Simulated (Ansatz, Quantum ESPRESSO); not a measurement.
# 1T-HfO2, layer by layer, part 4 of 7

What does each added layer of 1T-HfO2 bring in screening, and what does it do to the gap?

Quantum ESPRESSO 7.5; plane-wave DFT, PBEsol, GBRV ultrasoft pseudopotentials; geometry by Ansatz 0.2.0 with PAW datasets.

So far. Step 6 (Electrostatic potential, 1 layer): The slope in the vacuum is 0.100 eV/Å for an applied 0.10 V/Å, as it should be. Step 7 (Bands along a path, 1 layer: no field): Along this path the valence top lies between K and Γ and the conduction bottom at M.

## (9) Geometry from Ansatz, 2 layers

Level of this step: plane-wave DFT, PBE-D3(BJ), Ansatz PAW (Ansatz 0.2.0).

System of this step: 1T-HfO2, 2 layers, AA stacking. The cell holds 6 atoms: 4 O and 2 Hf. Cell: a = 3.240 Å, b = 3.240 Å, c = 25.337 Å, α = 90.0°, β = 90.0°, γ = 120.0°. It derives from HfO2. Vacuum lies along c.

The input, input.yaml:

```yaml
crystal:
  lattice:
    - [3.24, 0.0, 0.0]
    - [-1.62, 2.8059223083, 0.0]
    - [0.0, 0.0, 25.3371817517]
  atoms:
    - { symbol: O, position: [0.6666666667, 0.3333333333, 0.3354753533] }
    - { symbol: Hf, position: [0.0, 0.0, 0.3851768335] }
    - { symbol: O, position: [0.3333333333, 0.6666666667, 0.4348783138] }
    - { symbol: O, position: [0.6666666667, 0.3333333333, 0.5651216862] }
    - { symbol: Hf, position: [0.0, 0.0, 0.6148231665] }
    - { symbol: O, position: [0.3333333333, 0.6666666667, 0.6645246467] }
kpoints:
  mp_grid: { grid: [12, 12, 1] }
hamiltonian:
  xc: pbe
  dispersion: d3bj
scf:
  occupations: { method: fermi_dirac, width: 0.05 }
  convergence: { dr2_threshold: 1.0e-08 }
efield:
  axis: 3
  dipole_correction: true
  ramp_position: 0.97
  ramp_width: 0.04
relax:
  f_tol: 0.01
  cell: { fix: [c, alpha, beta] }
output:
  write_potential: true
  write_density: true
  volumetric_format: npy
```

Run with:

```bash
$ ansatz run input.yaml --threads 4 --pin off --max-ram 8192MiB --backend cpu --events-out ev --progress --plain --runs-dir out
```

Numbers of over 12 decimals in the logs are rounded to 6 here.

Output:

```text
[...]
Crystal: 6 atoms, lattice volume = 230.345 Å³
Basis set: ecut = 420 eV, 4585 PW (Γ), exchange–correlation on 48×48×360 points (8 copies of the dense FFT grid, shifted against one another)
Bands: 46, of which v1, the nominal top of the filled ones, is band 38 counted from 1 (37 counted from 0)
Symmetry: 6 space group operations
k-points: 19 of 144 (time reversal used)
[...]
SCF iter   1: F=—  HF=-33720.257704 eV  |F-HF|=—  |Δ(HF+E_count)|=         —  Δρ=2.49e-3  dr2=2.05e-2  ethr=1.77e-3  p=0.000 e·Å  D=2.26e-5 V/Å  ΔV_dip=-0.00 eV  dr2_dipole=8.93e-10  V_vac-E_F(+/−)=7.08/7.08 eV  ⟨swp⟩=7.5  Hψ=3636  notcnv=0  defer=8
[...]
SCF iter   9: F=-33720.258599 eV  HF=-33720.258599 eV  |F-HF|=1.08e-9  |Δ(HF+E_count)|=   6.75e-8  Δρ=1.34e-6  dr2=4.57e-9  ethr=1.32e-11  p=0.000 e·Å  D=3.65e-6 V/Å  ΔV_dip=-0.00 eV  dr2_dipole=3.94e-10  V_vac-E_F(+/−)=7.16/7.16 eV  ⟨swp⟩=10.2  Hψ=6751  notcnv=0
SCF 1 converged in 9 iterations: F = -33720.258599 eV  dr2 = 4.57e-9
[...]
relax step   1: F+E_penalty+E_count = -33720.25859863 eV  Δ(F+E_penalty+E_count) = +0.000e0 eV  max|allowed force component| = 4.064e0 eV/Å  Δτ_max = 0.0000 Å  P = -8.857 GPa  Ω = 230.345 Å³  fix = [c, alpha, beta]  reactions: c -14.482 GPa  (9 SCF iters, accepted)
Crystal: 6 atoms, lattice volume = 228.515 Å³
Basis set: ecut = 420 eV, 4549 PW (Γ), exchange–correlation on 48×48×360 points (8 copies of the dense FFT grid, shifted against one another)
[...]
SCF iter  10: F=-33722.487705 eV  HF=-33722.487705 eV  |F-HF|=2.91e-11  |Δ(HF+E_count)|=   1.37e-8  Δρ=6.32e-7  dr2=6.20e-10  ethr=1.32e-11  p=-0.000 e·Å  D=-1.32e-6 V/Å  ΔV_dip=0.00 eV  dr2_dipole=1.81e-12  V_vac-E_F(+/−)=6.05/6.05 eV  ⟨swp⟩=9.9  Hψ=6544  notcnv=0
SCF 2 converged in 10 iterations: F = -33722.487705 eV  dr2 = 6.20e-10
relax step   2: F+E_penalty+E_count = -33722.48770543 eV  Δ(F+E_penalty+E_count) = -2.229e0 eV  max|allowed force component| = 1.439e0 eV/Å  Δτ_max = 0.1948 Å  P = -2.858 GPa  Ω = 228.515 Å³  energy of the carried Pulay correction = +2.722e-3 eV  fix = [c, alpha, beta]  reactions: c -4.511 GPa  (10 SCF iters, accepted)
Crystal: 6 atoms, lattice volume = 228.014 Å³
Basis set: ecut = 420 eV, 4525 PW (Γ), exchange–correlation on 48×48×360 points (8 copies of the dense FFT grid, shifted against one another)
[...]
SCF iter   9: F=-33722.729137 eV  HF=-33722.729137 eV  |F-HF|=9.39e-9  |Δ(HF+E_count)|=   2.92e-7  Δρ=2.31e-6  dr2=7.40e-9  ethr=1.32e-11  p=0.000 e·Å  D=2.87e-6 V/Å  ΔV_dip=-0.00 eV  dr2_dipole=1.19e-14  V_vac-E_F(+/−)=5.36/5.36 eV  ⟨swp⟩=8.2  Hψ=7170  notcnv=0
SCF 3 converged in 9 iterations: F = -33722.729137 eV  dr2 = 7.40e-9
relax step   3: F+E_penalty+E_count = -33722.72913692 eV  Δ(F+E_penalty+E_count) = -2.414e-1 eV  max|allowed force component| = 3.830e-1 eV/Å  Δτ_max = 0.1921 Å  P = +1.330 GPa  Ω = 228.014 Å³  energy of the carried Pulay correction = +3.472e-3 eV  fix = [c, alpha, beta]  reactions: c +0.681 GPa  (9 SCF iters, accepted)
[...]
relax step   4: F+E_penalty+E_count = -33722.77265684 eV  Δ(F+E_penalty+E_count) = -4.352e-2 eV  max|allowed force component| = 2.877e-2 eV/Å  Δτ_max = 0.1949 Å  P = -0.340 GPa  Ω = 231.405 Å³  energy of the carried Pulay correction = -1.566e-3 eV  fix = [c, alpha, beta]  reactions: c -0.291 GPa  (10 SCF iters, accepted)
[...]
relax step   5: F+E_penalty+E_count = -33722.79924808 eV  Δ(F+E_penalty+E_count) = -2.659e-2 eV  max|allowed force component| = 7.670e-2 eV/Å  Δτ_max = 0.1950 Å  P = -0.281 GPa  Ω = 230.751 Å³  energy of the carried Pulay correction = -6.010e-4 eV  fix = [c, alpha, beta]  reactions: c -0.327 GPa  (10 SCF iters, accepted)
[...]
relax step   6: F+E_penalty+E_count = -33722.79551028 eV  Δ(F+E_penalty+E_count) = +3.738e-3 eV  max|allowed force component| = 8.321e-2 eV/Å  Δτ_max = 0.1950 Å  P = +0.032 GPa  Ω = 230.508 Å³  energy of the carried Pulay correction = -2.408e-4 eV  fix = [c, alpha, beta]  (10 SCF iters, rejected (line search))
[...]
relax step   7: F+E_penalty+E_count = -33722.80401282 eV  Δ(F+E_penalty+E_count) = -4.765e-3 eV  max|allowed force component| = 1.170e-2 eV/Å  Δτ_max = 0.0597 Å  P = -0.026 GPa  Ω = 230.481 Å³  energy of the carried Pulay correction = -2.014e-4 eV  fix = [c, alpha, beta]  reactions: c -0.062 GPa  (10 SCF iters, accepted)
[...]
relax step   8: F+E_penalty+E_count = -33722.80467112 eV  Δ(F+E_penalty+E_count) = -6.583e-4 eV  max|allowed force component| = 8.941e-3 eV/Å  Δτ_max = 0.0448 Å  P = +0.019 GPa  Ω = 230.486 Å³  energy of the carried Pulay correction = -2.081e-4 eV  fix = [c, alpha, beta]  reactions: c +0.032 GPa  (9 SCF iters, accepted)
[...]
relax step   9: F+E_penalty+E_count = -33722.80479062 eV  Δ(F+E_penalty+E_count) = -1.195e-4 eV  max|allowed force component| = 4.170e-4 eV/Å  Δτ_max = 0.0119 Å  P = +0.001 GPa  Ω = 230.454 Å³  energy of the carried Pulay correction = -1.607e-4 eV  fix = [c, alpha, beta]  reactions: c -0.008 GPa  (8 SCF iters, accepted)
[...]
SCF iter   4: F=-33722.804889 eV  HF=-33722.804887 eV  |F-HF|=2.54e-6  |Δ(HF+E_count)|=   2.61e-5  Δρ=9.31e-7  dr2=2.01e-10  ethr=2.32e-12  p=0.000 e·Å  D=1.07e-6 V/Å  ΔV_dip=-0.00 eV  dr2_dipole=8.02e-16  V_vac-E_F(+/−)=5.45/5.45 eV  ⟨swp⟩=9.4  Hψ=6451  notcnv=0
SCF 10 converged in 4 iterations: F = -33722.804889 eV  dr2 = 2.01e-10
relax step  10: F+E_penalty+E_count = -33722.80488911 eV  Δ(F+E_penalty+E_count) = -9.849e-5 eV  max|allowed force component| = 3.922e-4 eV/Å  Δτ_max = 0.0000 Å  P = +0.009 GPa  Ω = 230.454 Å³  fix = [c, alpha, beta]  reactions: c -0.006 GPa  stress off target by 1.60e-2 GPa on what of the cell is left free  SCF on the basis re-selected at this cell (its energy is not comparable with the rows above)  (4 SCF iters)
[...]
SCF converged after 4 iterations
an eigenvalue changed by more than its tolerance at an iteration that met the thresholds in force, so the SCF went on 1 time: the last check found none over its tolerance
Free energy (F): -33722.804889 eV
[...]
Internal energy: -33722.804889 eV  (E = F + TS)
E sigma→0 (E₀):  -33722.804889 eV
Fermi energy:    1.036743 eV
Dipole field:    D = 0.000001 V/Å  (p = 0.000001 e·Å, saw-weighted, corrected)
Work function:   Φ+ = 5.4532 eV   Φ− = 5.4532 eV
[...]
--- Forces (eV/Å), atoms counted from 1 ---
  atom   1  O      0.00000000     0.00000000     0.00017311
  atom   2  Hf     0.00000000    -0.00000000     0.00039053
  atom   3  O      0.00000000    -0.00000000     0.00025730
  atom   4  O      0.00000000     0.00000000    -0.00025646
  atom   5  Hf     0.00000000     0.00000000    -0.00039221
  atom   6  O      0.00000000    -0.00000000    -0.00017223
  max |Σ_I F_I| component: 4.91e-8 eV/Å
--- Stress (GPa, compression-positive) ---
        0.015998       0.000000       0.000000
        0.000000       0.015998       0.000000
        0.000000       0.000000      -0.006488
  P = ⅓ Tr σ = 0.0085 GPa (0.085 kbar)
--- Band table (eV; the first three rows and the last of 19) ---
  k-point 0: bands = [... 34 lower, -1.6098, -1.6098, -1.5783, -1.5783, 3.7537, 3.7537, 3.7929, 3.7929, ... 4 higher]
  k-point 1: bands = [... 34 lower, -1.8707, -1.7158, -1.6772, -1.5645, 3.7366, 3.7845, 3.9203, 3.9583, ... 4 higher]
  k-point 2: bands = [... 34 lower, -1.9644, -1.9143, -1.7589, -1.4367, 3.6439, 3.7539, 4.3452, 4.3799, ... 4 higher]
  k-point 18: bands = [... 34 lower, -2.4223, -2.4223, -2.1210, -1.9689, 3.4967, 3.8878, 4.9983, 4.9983, ... 4 higher]
--- Relaxed structure (9 steps of the walk, 8 accepted, 1 SCFs on fresh bases) ---
[...]
cell:  # Å, volume = 230.4536 Å³
    - [3.240763, 0, 0]
    - [-1.620381, 2.806583, 0]
    - [0, 0, 25.3371817517]
  atoms:
    - { symbol: O, position: [0.666667, 0.333333, 0.368696] }
    - { symbol: Hf, position: [-6.354092288735978e-18, 0, 0.407133] }
    - { symbol: O, position: [0.333333, 0.666667, 0.445493] }
    - { symbol: O, position: [0.666667, 0.333333, 0.554507] }
    - { symbol: Hf, position: [6.3540926484971025e-18, 0, 0.592867] }
    - { symbol: O, position: [0.333333, 0.666667, 0.631304] }
```

Run time: 63 s. Hardware: 4 threads of Intel Xeon Platinum 8259CL at 2.50GHz (Skylake/Cascade Lake), shared host; peak memory 0.71 GiB.

The steps of the relaxation:

```csv
step,energy less that of the first step (eV),largest force component (eV/Å),pressure (GPa),volume (Å³)
1,0.0000,4.0642,-8.86,230.35
2,-2.2291,1.4390,-2.86,228.52
3,-2.4705,0.3830,1.33,228.01
4,-2.5141,0.0288,-0.34,231.40
5,-2.5406,0.0767,-0.28,230.75
6,-2.5369,0.0832,0.03,230.51
7,-2.5454,0.0117,-0.03,230.48
8,-2.5461,0.0089,0.02,230.49
9,-2.5462,0.0004,0.00,230.45
10*,-2.5463,0.0004,0.01,230.45
```

Relaxation steps marked * repeat the geometry before them on a plane-wave basis chosen anew for their cell, so energy and pressure can jump there. Relaxation step 6 was tried and not accepted.

```csv
cell as run,before,after,change
a (Å),3.240,3.241,+0.0 %
b (Å),3.240,3.241,+0.0 %
```

The atoms that moved most (Å, along periodic axes as changes of fractional coordinates times the final cell, across vacuum about the mean position):

```csv
atom,dx,dy,dz,length
O1,0.000,0.000,0.842,0.842
O6,0.000,0.000,-0.842,0.842
Hf5,0.000,0.000,-0.556,0.556
Hf2,0.000,0.000,0.556,0.556
O3,0.000,0.000,0.269,0.269
O4,0.000,0.000,-0.269,0.269
```

Final coordinates:

```xyz
6
Lattice="3.2408 0.0000 0.0000 -1.6204 2.8066 0.0000 0.0000 0.0000 25.3372" Properties=species:S:1:pos:R:3
O     1.6204    0.9355    9.3417
Hf    0.0000    0.0000   10.3156
O     0.0000    1.8711   11.2875
O     1.6204    0.9355   14.0496
Hf    0.0000    0.0000   15.0216
O     0.0000    1.8711   15.9955
```

Numbers from this step:

```
free energy                                                      : -33722.8049 eV
Fermi energy                                                     : 1.037 eV
gap by band count                                                : 4.700 eV
dipole along the normal                                          : 1.40e-6 e·Å
vacuum level at the upper face over a Fermi level inside the gap : 5.453 eV
vacuum level at the lower face over a Fermi level inside the gap : 5.453 eV
```

## (10) SCF with pw.x, 2 layers: no field

Level of this step: plane-wave DFT, PBEsol, GBRV ultrasoft pseudopotentials (Quantum ESPRESSO 7.5).

The input, n2.f0.in:

```
&control
  prefix = 'n2.f0'
  outdir = './out'
  pseudo_dir = './pseudo'
  calculation = 'scf'
  tprnfor = .true.
  tefield = .true.
  dipfield = .true.
/
&system
  ibrav = 0
  nat = 6
  ntyp = 2
  ecutwfc = 40
  ecutrho = 200
  occupations = 'smearing'
  smearing = 'fd'
  degauss = 0.004
  edir = 3
  emaxpos = 0.97
  eopreg = 0.04
  eamp = 0.0
  nbnd = 28
/
&electrons
  conv_thr = 1e-09
  mixing_beta = 0.4
  electron_maxstep = 120
  mixing_mode = 'plain'
/
ATOMIC_SPECIES
  O   15.9990  o_pbesol_v1.2.uspp.F.UPF
  Hf  178.4900  hf_pbesol_v1.uspp.F.UPF
CELL_PARAMETERS angstrom
  3.24076296917132 0.00000000000000 0.00000000000000
  -1.62038148458566 2.80658305894625 0.00000000000000
  0.00000000000000 0.00000000000000 25.33718175170000
ATOMIC_POSITIONS crystal
  O   0.666666666667 0.333333333333 0.368695572872
  Hf  -0.000000000000 -0.000000000000 0.407132733633
  O   0.333333333333 0.666666666667 0.445493134972
  O   0.666666666667 0.333333333333 0.554506865983
  Hf  0.000000000000 0.000000000000 0.592867265124
  O   0.333333333333 0.666666666667 0.631304427416
K_POINTS automatic
  12 12 1 0 0 0
```

Run with:

```bash
$ OMP_NUM_THREADS=1 mpirun -n 4 pw.x -nk 4 -in n2.f0.in > n2.f0.out
```

Output:

```text
[banner, memory and clock lines left out]
Program PWSCF v.7.5 starts
[...]
number of electrons       =        48.00
     number of Kohn-Sham states=           28
     kinetic-energy cutoff     =      40.0000  Ry
     charge density cutoff     =     200.0000  Ry
[...]
number of k points=    74  Fermi-Dirac smearing, width (Ry)=  0.0040
[...]
Dense  grid:    74225 G-vectors     FFT dimensions: (  27,  27, 216)
[...]
negative rho (up, down):  2.280E-01 0.000E+00
[...]
Starting wfcs are   42 randomized atomic wfcs
[...]
negative rho (up, down):  2.198E-01 0.000E+00
[...]
estimated scf accuracy    <       1.97721461 Ry
[...]
negative rho (up, down):  2.185E-01 0.000E+00
[...]
estimated scf accuracy    <       0.36426692 Ry
[...]
negative rho (up, down):  2.203E-01 0.000E+00
[...]
estimated scf accuracy    <       0.03987260 Ry
[...]
negative rho (up, down):  2.221E-01 0.000E+00
[...]
estimated scf accuracy    <       0.00213726 Ry
[...]
negative rho (up, down):  2.227E-01 0.000E+00
[...]
estimated scf accuracy    <       0.00041133 Ry
[...]
negative rho (up, down):  2.227E-01 0.000E+00
[...]
estimated scf accuracy    <       0.00036356 Ry
[...]
negative rho (up, down):  2.227E-01 0.000E+00
[...]
estimated scf accuracy    <       0.00001076 Ry
[...]
negative rho (up, down):  2.226E-01 0.000E+00
[...]
estimated scf accuracy    <       0.00000113 Ry
[...]
negative rho (up, down):  2.226E-01 0.000E+00
[...]
estimated scf accuracy    <       0.00000467 Ry
[...]
negative rho (up, down):  2.226E-01 0.000E+00
[...]
estimated scf accuracy    <          5.5E-09 Ry
[...]
negative rho (up, down):  2.226E-01 0.000E+00
[...]
estimated scf accuracy    <       0.00000004 Ry
[...]
negative rho (up, down):  2.226E-01 0.000E+00
[...]
Total length         45.9651 bohr
[...]
estimated scf accuracy    <          4.3E-09 Ry
[...]
negative rho (up, down):  2.226E-01 0.000E+00
[...]
Computed dipole along edir(3) :
        Dipole                0.0000 Ry au,          0.0000 Debye
        Dipole field          0.0000 Ry au,
        Potential amp.       -0.0000 Ry
        Total length         45.9651 bohr
[...]
the Fermi energy is     0.1867 ev
!    total energy              =    -446.86856367 Ry
     estimated scf accuracy    <          1.0E-09 Ry
     smearing contrib. (-TS)   =       0.00000000 Ry
     internal energy E=F+TS    =    -446.86856367 Ry
[...]
one-electron contribution =   -3228.72727968 Ry
     hartree contribution      =    1619.32839234 Ry
     xc contribution           =    -179.52898605 Ry
     ewald contribution        =    1342.05930971 Ry
     electric field correction =       0.00000000 Ry
     convergence has been achieved in  13 iterations
     negative rho (up, down):  2.226E-01 0.000E+00
[...]
Total force =     0.034145     Total SCF correction =     0.000046
[...]
```

Wall time 2.5 min (4 MPI ranks); peak memory 1.1 GiB.

This step gave:

```
free energy                          : -6079.9565 eV
Fermi energy                         : 0.1867 eV
dipole along the normal              : 0 e·Å
valence top, on the run's zero       : -2.491 eV
conduction bottom, on the run's zero : 2.193 eV
gap by band count                    : 4.684 eV
```

## (11) Potential by pp.x, 2 layers

The input, n2.f0.pot.in:

```
&inputpp
  prefix = 'n2.f0'
  outdir = './out'
  filplot = 'n2.f0.pot.dat'
  plot_num = 11
/
```

Run with:

```bash
$ OMP_NUM_THREADS=1 mpirun -n 4 pp.x -in n2.f0.pot.in > n2.f0.pot.out
```

It took 2 s on 4 MPI ranks; peak memory 0.16 GiB; 7.3 s of CPU time.

Read from the output:

* slope of the potential above: 3.45e-5 eV/Å
* upper vacuum line continued to the top atoms, over the valence top: 7.961 eV
* slope of the potential below: -1.14e-5 eV/Å
* lower vacuum line continued to the bottom atoms, over the valence top: 7.961 eV
* vacuum level at the upper face over the valence top of the mesh: 7.961 eV
* vacuum level at the lower face over the valence top of the mesh: 7.961 eV

## (12) SCF with pw.x, 2 layers: field 0.1 V/Å

n2.f1.in is the input of step 10 with these lines changed:

```diff
@@ -1,3 +1,3 @@
 &control
-  prefix = 'n2.f0'
+  prefix = 'n2.f1'
   outdir = './out'
@@ -21,3 +21,3 @@
   eopreg = 0.04
-  eamp = 0.0
+  eamp = 0.00194469
   nbnd = 28
@@ -29,2 +29,3 @@
   mixing_mode = 'plain'
+  startingpot = 'file'
 /
```

Run with:

```bash
$ cp -r out/n2.f0.save out/n2.f1.save
$ OMP_NUM_THREADS=1 mpirun -n 4 pw.x -nk 4 -in n2.f1.in > n2.f1.out
```

Output:

```text
[banner, memory and clock lines left out]
Program PWSCF v.7.5 starts
[...]
number of electrons       =        48.00
     number of Kohn-Sham states=           28
     kinetic-energy cutoff     =      40.0000  Ry
     charge density cutoff     =     200.0000  Ry
[...]
number of k points=    74  Fermi-Dirac smearing, width (Ry)=  0.0040
[...]
Dense  grid:    74225 G-vectors     FFT dimensions: (  27,  27, 216)
[...]
The initial density is read from file :
[...]
negative rho (up, down):  2.226E-01 0.000E+00
[...]
Starting wfcs are   42 randomized atomic wfcs
[...]
negative rho (up, down):  2.226E-01 0.000E+00
[...]
estimated scf accuracy    <       0.00154653 Ry
[...]
negative rho (up, down):  2.226E-01 0.000E+00
[...]
estimated scf accuracy    <       0.00174739 Ry
[...]
negative rho (up, down):  2.226E-01 0.000E+00
[...]
estimated scf accuracy    <       0.00002073 Ry
[...]
negative rho (up, down):  2.226E-01 0.000E+00
[...]
estimated scf accuracy    <       0.00002367 Ry
[...]
negative rho (up, down):  2.226E-01 0.000E+00
[...]
estimated scf accuracy    <       0.00000102 Ry
[...]
negative rho (up, down):  2.226E-01 0.000E+00
[...]
estimated scf accuracy    <       0.00000057 Ry
[...]
negative rho (up, down):  2.226E-01 0.000E+00
[...]
estimated scf accuracy    <       0.00000015 Ry
[...]
negative rho (up, down):  2.226E-01 0.000E+00
[...]
estimated scf accuracy    <       0.00000002 Ry
[...]
negative rho (up, down):  2.226E-01 0.000E+00
[...]
estimated scf accuracy    <          3.7E-09 Ry
[...]
negative rho (up, down):  2.226E-01 0.000E+00
[...]
estimated scf accuracy    <          1.4E-09 Ry
[...]
negative rho (up, down):  2.226E-01 0.000E+00
[...]
Computed dipole along edir(3) :
        Dipole                0.0558 Ry au,          0.1418 Debye
        Dipole field          0.0005 Ry au,
        E field amplitude [Ha a.u.]:  1.9447E-03
        Potential amp.        0.1373 Ry
        Total length         45.9651 bohr
[...]
the Fermi energy is     0.2332 ev
!    total energy              =    -446.86867214 Ry
     estimated scf accuracy    <          6.6E-11 Ry
     smearing contrib. (-TS)   =      -0.00000000 Ry
     internal energy E=F+TS    =    -446.86867214 Ry
[...]
one-electron contribution =   -3228.72626900 Ry
     hartree contribution      =    1619.32740479 Ry
     xc contribution           =    -179.52892577 Ry
     ewald contribution        =    1342.05930971 Ry
     electric field correction =      -0.00019188 Ry
     convergence has been achieved in  11 iterations
     negative rho (up, down):  2.226E-01 0.000E+00
[...]
Total force =     0.034679     Total SCF correction =     0.000038
[...]
```

Run time: 1.9 min. Hardware: 4 MPI ranks; peak memory 1 GiB.

Read from the output:

```
free energy                          : -6079.9580 eV
Fermi energy                         : 0.2332 eV
dipole along the normal              : 0.02952 e·Å
valence top, on the run's zero       : -2.402 eV
conduction bottom, on the run's zero : 2.178 eV
gap by band count                    : 4.580 eV
```

## (13) Potential by pp.x, 2 layers

The input, n2.f1.pot.in:

```
&inputpp
  prefix = 'n2.f1'
  outdir = './out'
  filplot = 'n2.f1.pot.dat'
  plot_num = 11
/
```

Run with:

```bash
$ OMP_NUM_THREADS=1 mpirun -n 4 pp.x -in n2.f1.pot.in > n2.f1.pot.out
```

The job ended after 2.1 s (4 MPI ranks; peak memory 0.22 GiB).

Read from the output:

```
slope of the potential above                                          : 0.1000 eV/Å
upper vacuum line continued to the top atoms, over the valence top    : 7.931 eV
slope of the potential below                                          : 0.09999 eV/Å
lower vacuum line continued to the bottom atoms, over the valence top : 7.854 eV
```

The slope in the vacuum is 0.100 eV/Å for an applied 0.10 V/Å, as it should be.

[end of part 4 of 7]

[Logs are printed without paths, hosts, clocks, repeated set-up lines and the standing remarks that a program may print on its own settings, such as how far it seeks lower states.]

[Hosts, paths, dates, database ids (printed as entryN), source tags and the programs' standing remarks are cut or masked in the printed files.]

[Maps of the electrostatic potential energy from Ansatz leave out the sawtooth potential of an applied field or a dipole correction, so their vacuum need not be flat; planar profiles and work functions include it.]
